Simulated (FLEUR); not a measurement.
Computed results, one entry a study.

```xyz
2
Lattice="-2.884 2.884 2.884 0.000 0.000 2.884 0.000 2.884 0.000" Properties=species:S:1:pos:R:3 pbc="T T T" subject="Collinear magnetic orders of Cr (Chromium) with FLEUR" method="PBEsol; all-electron FLAPW, Dirac cores, scalar-relativistic bands (and 1 further level or step)" program="FLEUR MaX-R8.1" settings_of_one_run="kmax 3.6 1/bohr, gmax 10.8 1/bohr, muffin tin radii Cr: 2.3 bohr, lmax Cr: [8, 6], hist occupations, smearing width 0.05 eV, mixer Anderson, mixing 0.05, max iterations 90, stop 2.00e-5 me/bohr³, collinear spin, 7×14×14 k-mesh, mesh matched on, starting moments 2.5 -2.5 μB" notes="This is the lowest of 4 finished starts, no proof of the ground state." lowest_state_found="antiferromagnetic (initial antiferro q=(1/2,1/2,1/2) +-)" largest_site_spin_moment="1.04 μB" next_finished_state="non-magnetic, 16.1 meV a seeded atom higher" energy_gained_by_spin_polarisation="16.1 meV a seeded atom" orbital_moment_on_the_atom_of_largest_spin_along_its_spin_spin_orbit_run="-0.00696 μB"
Cr    0.000    0.000    0.000
Cr   -1.442    1.442    1.442
```

[Logs and program files are shortened in this print: banners, set-up blocks, solver, clock and traceback lines can be left out without a mark of their own.]

[Logs are printed without paths, hosts, clocks, repeated set-up lines and the standing remarks that a program may print on its own settings, such as how far it seeks lower states.]

[Hosts, paths, dates, database ids (printed as entryN), source tags and the programs' standing remarks are cut or masked in the printed files.]

[Where a cell is said to come from a database of computed structures, the database is the Materials Project.]
